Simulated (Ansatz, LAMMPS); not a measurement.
**Structural relaxation of glassy nearly rigid 84SiO2-7CaO-5ZnO-5Li2O (mol %), from a frame at 1500 K (127 atoms)**

How does glassy nearly rigid 84SiO2-7CaO-5ZnO-5Li2O (mol %), from a frame at 1500 K (127 atoms) relax, and what do bonds, charges and levels look like afterwards?

Main program and level: Ansatz 0.2.0; Kohn-Sham DFT, PBEsol, PAW (set soft_2), plane waves.

## (1) The structure

The cell holds 127 atoms: 37 Si, 3 Ca, 2 Zn, 4 Li and 81 O. Cell: a = 12.056 Å, b = 12.056 Å, c = 12.056 Å, α = 90.0°, β = 90.0°, γ = 90.0°. 127 atoms (37 Si, 3 Ca, 2 Zn, 4 Li, 81 O) placed at random at 2.38 g/cm³, melted at 4000 K for 10 ps at fixed volume with the Morse and Coulomb pair potential with partial charges (Pedone, Malavasi, Menziani, Cormack and Segre, J. Phys. Chem. B 110, 11780 (2006)). Snapshot at the end of a hold of 10 ps at 1500 K and zero pressure.

Before any run, some limits are plain. The starting topology of bonds comes from the classical model. Only the Γ point is sampled, in a cell whose shortest periodic width is 12 Å.

## (2) Single point at the start

The forces at the start show how far the geometry lies from a minimum of this functional.

Input file input.yaml:

```yaml
crystal:
  lattice:
    - [12.05622, 0.0, 0.0]
    - [0.0, 12.05622, 0.0]
    - [0.0, 0.0, 12.05622]
  atoms:
    - { symbol: Si, position: [0.59494, 0.92922, 0.55356] }
    - { symbol: Si, position: [0.54459, 0.30986, 0.01865] }
    - { symbol: Si, position: [0.20496, 0.573, 0.93591] }
    - { symbol: Si, position: [0.89225, 0.01766, 0.81464] }
    [... 117 atom lines left out ...]
    - { symbol: O, position: [0.54663, 0.09793, 0.81669] }
    - { symbol: O, position: [0.69035, 0.8477, 0.53257] }
    - { symbol: O, position: [0.79764, 0.28109, 0.23985] }
    - { symbol: O, position: [0.24267, 0.1442, 0.45979] }
    - { symbol: O, position: [0.21932, 0.79705, 0.16484] }
    - { symbol: O, position: [0.95891, 0.26629, 0.39676] }
kpoints:
  mp_grid: { grid: [1, 1, 1] }
hamiltonian:
  xc: pbesol
scf:
  occupations: { method: fermi_dirac, width: 0.129 }
output:
  forces: true
  stress: true
  populations: true
  dos:
    method: { smearing: { sigma: 0.08 } }
    de: 0.1
    projected: { site_lists: { Ca: [Ca], Li: [Li], O: [O], Si: [Si], Zn: [Zn] } }
  eigenvalues: true
```

Run with:

```
$ ansatz run input.yaml --threads 4 --pin off --max-ram 8192MiB --backend cpu --events-out ev --progress --plain --runs-dir out
```

Elapsed: 37 s, on 4 threads of Arm Neoverse V2, shared host; peak memory 2.6 GiB; 2.4 min of CPU time.

Numbers from this run:

```yaml
free_energy: -81281.7082 eV
free_energy_per_atom: -640.0135 eV/atom
scf_cycles: 11
pressure: 1.279 GPa
r_m_s_force_component: 2.5 eV/Å
longest_force: 12.19 eV/Å
fermi_energy: 5.157 eV
spacing_of_highest_filled_and_lowest_empty_level: 1.969 eV
spilling_of_the_projection: 0.01358
```

The r.m.s. force component of 2.5 eV/Å and the pressure of 1.3 GPa set the starting point.

Length of the force by element:

| element | coordination | atoms | mean length of the force (eV/Å) | spread | least | most |
| --- | --- | --- | --- | --- | --- | --- |
| Ca | all | 3 | 1.62 | 0.408 | 1.17 | 2.16 |
| Li | all | 4 | 0.559 | 0.0606 | 0.493 | 0.629 |
| O | all | 81 | 3.13 | 2.12 | 0.404 | 12.2 |
| Si | all | 37 | 5.27 | 2.18 | 0.838 | 10.3 |
| Zn | all | 2 | 1.98 | 0.614 | 1.37 | 2.60 |

## (3) Relaxation

The atoms are relaxed in the fixed cell, aiming at the force tolerance of the input.

input.yaml, the sections that differ from step 2:

```yaml
output:
  forces: true
relax:
  f_tol: 0.05
  max_steps: 200
# crystal, kpoints, hamiltonian, scf: as in step 2
```

It took 5.4 min on 4 threads; peak memory 2.5 GiB.

Relaxation path:

| step | energy less that of the first step (eV) | largest force component (eV/Å) |
| --- | --- | --- |
| 1 | 0.0000 | 9.4248 |
| 2 | -15.7824 | 5.4803 |
| 3 | -27.1189 | 1.8777 |
| 4 | -30.0005 | 1.0483 |
| 5 | -31.3388 | 0.8212 |
| 6 | -32.0874 | 0.4802 |
| 7 | -32.5702 | 0.3510 |
| 8 | -32.9025 | 0.2484 |
| 9 | -33.1883 | 0.2605 |
| 10 | -33.4161 | 0.2787 |
| 11 | -33.5258 | 0.4237 |
| 12 | -33.6133 | 0.3758 |
| 13 | -33.7149 | 0.2389 |
| 14 | -33.7883 | 0.1934 |
| 15 | -33.8376 | 0.3218 |
| 16 | -33.8885 | 0.2694 |
| 17 | -33.8695 | 0.3824 |
| 18 | -33.9528 | 0.1171 |
| 19 | -33.9622 | 0.1026 |
| 20 | -33.9709 | 0.0481 |

Relaxation step 17 was tried and not accepted.

The atoms that moved most (Å):

| atom | dx | dy | dz | length |
| --- | --- | --- | --- | --- |
| Ca38 | 0.410 | -1.107 | -0.548 | 1.302 |
| O110 | -0.057 | -0.510 | -0.866 | 1.007 |
| O121 | 0.098 | -0.965 | 0.116 | 0.977 |
| O55 | 0.736 | -0.531 | -0.142 | 0.919 |
| Li43 | -0.478 | -0.031 | 0.731 | 0.874 |
| O99 | -0.283 | 0.575 | 0.560 | 0.851 |
| O91 | -0.475 | 0.696 | 0.083 | 0.846 |
| O75 | 0.733 | 0.273 | 0.296 | 0.837 |

The relaxation changed the energy by -267 meV/atom, and atoms moved by 0.49 Å r.m.s., 1.3 Å at most.

## (4) Local order after relaxation

Bonds before and after, by the cutoffs listed below:

| pair | bonds before | bonds after | mean before (Å) | mean after (Å) | spread before (Å) | spread after (Å) |
| --- | --- | --- | --- | --- | --- | --- |
| O-Si | 150 | 150 | 1.649 | 1.643 | 0.115 | 0.038 |
| O-Li | 9 | 12 | 1.990 | 1.989 | 0.121 | 0.143 |
| O-Ca | 12 | 15 | 2.454 | 2.393 | 0.220 | 0.143 |
| O-Zn | 6 | 7 | 1.951 | 1.992 | 0.100 | 0.092 |

Density 2.48 g/cm³, 13.80 Å³ an atom.

Pair distribution functions g(r), in bins of 0.2 Å:

| r (Å) | total | O-O | O-Si | O-Li | O-Ca | O-Zn | Si-Si |
| --- | --- | --- | --- | --- | --- | --- | --- |
| 1.50 | 0.21 | 0.00 | 0.56 | 0.00 | 0.00 | 0.00 | 0.00 |
| 1.70 | 4.58 | 0.00 | 12.24 | 0.69 | 0.00 | 0.00 | 0.00 |
| 1.90 | 0.25 | 0.00 | 0.14 | 3.06 | 0.00 | 3.62 | 0.00 |
| 2.10 | 0.18 | 0.00 | 0.00 | 2.05 | 0.64 | 4.05 | 0.00 |
| 2.30 | 0.19 | 0.08 | 0.00 | 0.87 | 4.25 | 0.00 | 0.00 |
| 2.50 | 0.80 | 1.71 | 0.00 | 0.68 | 2.29 | 0.70 | 0.00 |
| 2.70 | 2.05 | 4.75 | 0.00 | 0.58 | 0.40 | 1.25 | 0.00 |
| 2.90 | 0.50 | 0.64 | 0.05 | 0.00 | 0.00 | 0.49 | 1.55 |
| 3.10 | 0.86 | 0.51 | 0.24 | 1.36 | 0.59 | 0.90 | 4.86 |
| 3.30 | 0.80 | 0.68 | 0.69 | 1.36 | 0.79 | 0.00 | 0.97 |
| 3.50 | 0.83 | 0.85 | 1.05 | 0.18 | 0.48 | 1.08 | 0.00 |
| 3.70 | 0.82 | 0.52 | 1.22 | 1.12 | 0.62 | 0.62 | 0.15 |
| 3.90 | 1.10 | 0.73 | 1.75 | 1.28 | 0.93 | 0.56 | 0.27 |
| 4.10 | 1.29 | 0.72 | 2.19 | 1.14 | 1.36 | 1.02 | 0.60 |
| 4.30 | 1.15 | 0.90 | 1.46 | 1.18 | 1.40 | 1.61 | 0.82 |
| 4.50 | 0.88 | 0.93 | 0.73 | 0.95 | 1.13 | 1.92 | 1.10 |
| 4.70 | 1.10 | 1.17 | 0.86 | 1.36 | 1.56 | 1.35 | 1.46 |
| 4.90 | 1.09 | 1.41 | 0.74 | 0.72 | 1.31 | 0.91 | 1.56 |
| 5.10 | 1.05 | 1.39 | 0.69 | 0.99 | 0.99 | 0.82 | 1.29 |
| 5.30 | 1.04 | 1.34 | 0.62 | 0.84 | 0.92 | 0.93 | 1.38 |
| 5.50 | 0.95 | 0.96 | 0.88 | 0.86 | 0.67 | 0.98 | 1.22 |
| 5.70 | 0.93 | 0.85 | 0.98 | 0.80 | 0.89 | 0.66 | 1.16 |
| 5.90 | 0.94 | 0.73 | 1.15 | 0.98 | 0.74 | 0.36 | 0.83 |

Bonds by pair of elements; cutoffs follow the first minimum of g(r), held within bounds set by covalent radii, and pairs that aren't listed don't count as bonded:

| pair A-B | cutoff (Å) | bonds | mean length (Å) | spread (Å) | shortest (Å) | B about A | A about B |
| --- | --- | --- | --- | --- | --- | --- | --- |
| O-Si | 2.16 | 150 | 1.64 | 0.038 | 1.57 | 1.85 | 4.05 |
| O-Li | 2.38 | 12 | 1.99 | 0.143 | 1.80 | 0.148 | 3 |
| O-Ca | 2.88 | 15 | 2.39 | 0.143 | 2.12 | 0.185 | 5 |
| O-Zn | 2.33 | 7 | 1.99 | 0.092 | 1.84 | 0.086 | 3.5 |

How many atoms have how many bonded neighbours:

| element | mean | 2 | 3 | 4 | 5 | 6 |
| --- | --- | --- | --- | --- | --- | --- |
| Ca | 5 | 0 | 0 | 1 | 1 | 1 |
| Li | 3 | 1 | 2 | 1 | 0 | 0 |
| O | 2.27 | 60 | 20 | 1 | 0 | 0 |
| Si | 4.05 | 0 | 0 | 35 | 2 | 0 |
| Zn | 3.5 | 0 | 1 | 1 | 0 | 0 |

Bond angles (no mean is given where the spread exceeds 20°):

| angle | count | mean (°) | spread (°) |
| --- | --- | --- | --- |
| O-Si-O | 230 | 109 | 9.1 |
| Si-O-Si | 69 | 142 | 12.9 |
| O-Ca-O | 31 | - | - |
| Ca-O-Si | 21 | 117 | 15.9 |
| Li-O-Si | 17 | 110 | 17.4 |

Oxygen atoms by the number of network formers (Si, P, Ge, B, Al, As, Ga) bound to them:

| network formers bound to O | O atoms | per cent |
| --- | --- | --- |
| 0 | 0 | 0 |
| 1 | 12 | 14.8 |
| 2 | 69 | 85.2 |

Network units: each former by its oxygen neighbours and how many of them bridge to another former:

| former | O neighbours | bridging O | atoms |
| --- | --- | --- | --- |
| Si | 4 | 2 | 2 |
| Si | 4 | 3 | 8 |
| Si | 4 | 4 | 25 |
| Si | 5 | 5 | 2 |

Bond length by coordination (bonds to H left out):

| element | coordination | atoms | mean bond length (Å) |
| --- | --- | --- | --- |
| Ca | 4 | 1 | 2.35 |
| Ca | 5 | 1 | 2.44 |
| Ca | 6 | 1 | 2.38 |
| Li | 2 | 1 | 1.86 |
| Li | 3 | 2 | 1.99 |
| Li | 4 | 1 | 2.06 |
| O | 2 | 60 | 1.64 |
| O | 3 | 20 | 1.91 |
| O | 4 | 1 | 2.04 |
| Si | 4 | 35 | 1.64 |
| Si | 5 | 2 | 1.74 |
| Zn | 3 | 1 | 1.93 |
| Zn | 4 | 1 | 2.04 |

Rings of the network by King's shortest-path rule, up to 12 atoms, one path for each pair of neighbours; H, halogens, alkali and alkaline-earth atoms are left out, and the last column divides by all other atoms, bonded or not:

| ring size (atoms) | rings | per network atom |
| --- | --- | --- |
| 6 | 4 | 0.033 |
| 8 | 5 | 0.042 |
| 10 | 11 | 0.092 |
| 12 | 24 | 0.2 |

First main peaks of g(r), for some of the pairs, lie near 2.7 Å (O-O), 1.6 Å (O-Si), 1.9 Å (O-Li), 2.3 Å (O-Ca), 2.0 Å (O-Zn) and 3.1 Å (Si-Si). Counting bonds as in the table, 50 % of Li atoms have 3, 74 % of O atoms have 2 and 95 % of Si atoms have 4 bonded neighbours. The O-Si-O angle averages 109° with a spread of 9°. Counting bonds to Si alone, not to Zn, 85 % of the oxygens join two of these atoms and 15 % one. The commonest Si unit has 4 oxygens, 4 of them shared with other formers (25 of 37 atoms). Rings of 12 atoms are the most common (55 % of those counted); sizes run from 6 to 12, where the search stops.

## (5) Single point at the relaxed geometry

The electronic structure is read at the final geometry, in a run of its own.

Input file input.yaml:

```yaml
crystal:
  lattice:
    - [12.05622, 0.0, 0.0]
    - [0.0, 12.05622, 0.0]
    - [0.0, 0.0, 12.05622]
  atoms:
    - { symbol: Si, position: [0.58661, 0.91459, 0.52545] }
    - { symbol: Si, position: [0.53201, 0.28677, 0.02875] }
    - { symbol: Si, position: [0.20367, 0.56706, 0.92823] }
    - { symbol: Si, position: [0.89161, 0.01525, 0.81638] }
    [... 117 atom lines left out ...]
    - { symbol: O, position: [0.55734, 0.08445, 0.82112] }
    - { symbol: O, position: [0.67817, 0.8116, 0.51113] }
    - { symbol: O, position: [0.80801, 0.30733, 0.26474] }
    - { symbol: O, position: [0.24904, 0.1682, 0.48812] }
    - { symbol: O, position: [0.21224, 0.79726, 0.16972] }
    - { symbol: O, position: [0.9877, 0.26755, 0.38782] }
kpoints:
  mp_grid: { grid: [1, 1, 1] }
hamiltonian:
  xc: pbesol
scf:
  occupations: { method: fermi_dirac, width: 0.129 }
output:
  forces: true
  stress: true
  populations: true
  dos:
    method: { smearing: { sigma: 0.1 } }
    de: 0.1
    projected: { site_lists: { Ca: [Ca], Li: [Li], O: [O], Si: [Si], Zn: [Zn] } }
  eigenvalues: true
  write_density: true
  write_potential: true
  volumetric_format: npy
```

Wall time 35 s (4 threads); peak memory 2.6 GiB.

The program notes that the exchange-correlation potential is rough where the density is thin.

Read from the output:

* free energy: -81315.6791 eV
* free energy per atom: -640.2809 eV/atom
* SCF cycles: 10
* pressure: -2.656 GPa
* r.m.s. force component: 0.01263 eV/Å
* longest force: 0.05593 eV/Å
* Fermi energy: 5.056 eV
* gap (highest filled to lowest empty level): 3.624 eV
* spilling of the projection: 0.01349

Löwdin charges by element and coordination (they lack the spilled electrons, 0.074 e an atom on average):

| element | coordination | atoms | mean charge (e) | spread | least | most |
| --- | --- | --- | --- | --- | --- | --- |
| Ca | all | 3 | 1.79 | 0.0175 | 1.76 | 1.81 |
| Ca | 4 | 1 | 1.81 | 0 | 1.81 | 1.81 |
| Ca | 5 | 1 | 1.76 | 0 | 1.76 | 1.76 |
| Ca | 6 | 1 | 1.79 | 0 | 1.79 | 1.79 |
| Li | all | 4 | 0.812 | 0.0177 | 0.787 | 0.831 |
| Li | 2 | 1 | 0.831 | 0 | 0.831 | 0.831 |
| Li | 3 | 2 | 0.816 | 0.0117 | 0.804 | 0.828 |
| Li | 4 | 1 | 0.787 | 0 | 0.787 | 0.787 |
| O | all | 81 | -0.811 | 0.0723 | -1.02 | -0.752 |
| O | 2 | 60 | -0.784 | 0.0396 | -0.961 | -0.752 |
| O | 3 | 20 | -0.883 | 0.0853 | -1.02 | -0.787 |
| O | 4 | 1 | -0.999 | 0 | -0.999 | -0.999 |
| Si | all | 37 | 1.72 | 0.0439 | 1.62 | 1.77 |
| Si | 4 | 35 | 1.72 | 0.0426 | 1.62 | 1.77 |
| Si | 5 | 2 | 1.66 | 0.0178 | 1.64 | 1.68 |
| Zn | all | 2 | 1.50 | 0.0093 | 1.49 | 1.51 |
| Zn | 3 | 1 | 1.51 | 0 | 1.51 | 1.51 |
| Zn | 4 | 1 | 1.49 | 0 | 1.49 | 1.49 |

Density of states as counts of states in windows of 1 eV (from the Fermi level), total and the larger projections:

| from (eV) | to (eV) | total | O p | Si p |
| --- | --- | --- | --- | --- |
| -18 | -17 | 2.6 | 0.1 | 0.3 |
| -17 | -13 | 0.0 | 0.0 | 0.0 |
| -13 | -12 | 5.6 | 3.7 | 0.2 |
| -12 | -11 | 16.0 | 10.5 | 0.8 |
| -11 | -10 | 21.0 | 14.3 | 1.8 |
| -10 | -9 | 24.4 | 17.5 | 3.3 |
| -9 | -8 | 51.0 | 38.7 | 10.1 |
| -8 | -7 | 34.5 | 21.4 | 4.4 |
| -7 | -6 | 64.0 | 45.3 | 5.3 |
| -6 | -5 | 85.6 | 75.2 | 4.2 |
| -5 | -4 | 95.5 | 88.4 | 2.6 |
| -4 | -3 | 81.3 | 76.9 | 1.3 |
| -3 | -2 | 25.0 | 23.3 | 0.5 |
| -2 | -1 | 2.0 | 1.9 | 0.1 |
| -1 | 1 | 0.0 | 0.0 | 0.0 |
| 1 | 2 | 2.0 | 0.1 | 0.0 |
| 2 | 3 | 2.2 | 0.3 | 0.2 |
| 3 | 4 | 17.4 | 1.5 | 3.0 |
| 4 | 5 | 45.3 | 3.2 | 10.0 |

Between -26 and -18 eV lie 177 more states.

The levels nearest the highest filled one (over half full), pooled over k-points and spins:

| level less the highest filled one (eV) | occupation |
| --- | --- |
| -0.685 | 2 |
| -0.680 | 2 |
| -0.640 | 2 |
| -0.513 | 2 |
| -0.293 | 2 |
| 0 | 2 |
| 3.62 | 0 |
| 4.55 | 0 |
| 4.94 | 0 |
| 5.07 | 0 |
| 5.20 | 0 |
| 5.23 | 0 |

Mean Löwdin charges: Ca +1.79, Li +0.81, O -0.81, Si +1.72, Zn +1.50 e (they miss 1.3 % of the electrons, so they add up to more than the cell's charge).

## (6) What came out

| Property | Result |
| --- | --- |
| energy change in the relaxation | -267.5 meV/atom |
| r.m.s. displacement | 0.486 Å |
| largest displacement | 1.302 Å |
| free energy per atom | -640.2809 eV/atom |
| pressure | -2.656 GPa |
| r.m.s. force component | 0.01263 eV/Å |
| gap (highest filled to lowest empty level) | 3.624 eV |
| wall time of the 4 DFT runs, those left out included | 7.3 min |

In words: Relaxation lowers the energy by 267 meV/atom and moves atoms by 0.49 Å r.m.s.; the r.m.s. force component goes from 2.5 to 0.013 eV/Å, the pressure goes from 1.3 to -2.7 GPa, and the gap from 1.97 to 3.62 eV. By the final cutoffs 3 of 177 bonded pairs parted and 10 joined. From the first step to the last the energy fell by 33.971 eV, and the largest move was 1.30 Å (Ca38). The O-Ca bonds change most in mean length: from 2.454 Å (spread 0.220) to 2.393 Å (spread 0.143), and their number from 12 to 15. Counting bonds as in the table, 50 % of Li atoms have 3, 74 % of O atoms have 2 and 95 % of Si atoms have 4 bonded neighbours. Counting bonds to Si alone, not to Zn, 85 % of the oxygens join two of these atoms and 15 % one. Between filled and empty levels lie 3.62 eV (at Γ alone); a semilocal functional tends to put such gaps too low. In a disordered cell it changes from sample to sample, and tail or defect levels can set it.

Caveats: The starting topology of bonds comes from the classical model; in DFT 3 of its 177 bonded pairs passed out of the cutoffs and 10 came within them. The stress is far from hydrostatic: its diagonal is -4.2, -2.8, -1.0 GPa, compression counted positive. The pressure of -2.7 GPa says that the cell would shrink at this level of theory.

[Logs are printed without paths, hosts, clocks, repeated set-up lines and the standing remarks that a program may print on its own settings, such as how far it seeks lower states.]

[Hosts, paths, dates, database ids (printed as entryN), source tags and the programs' standing remarks are cut or masked in the printed files.]
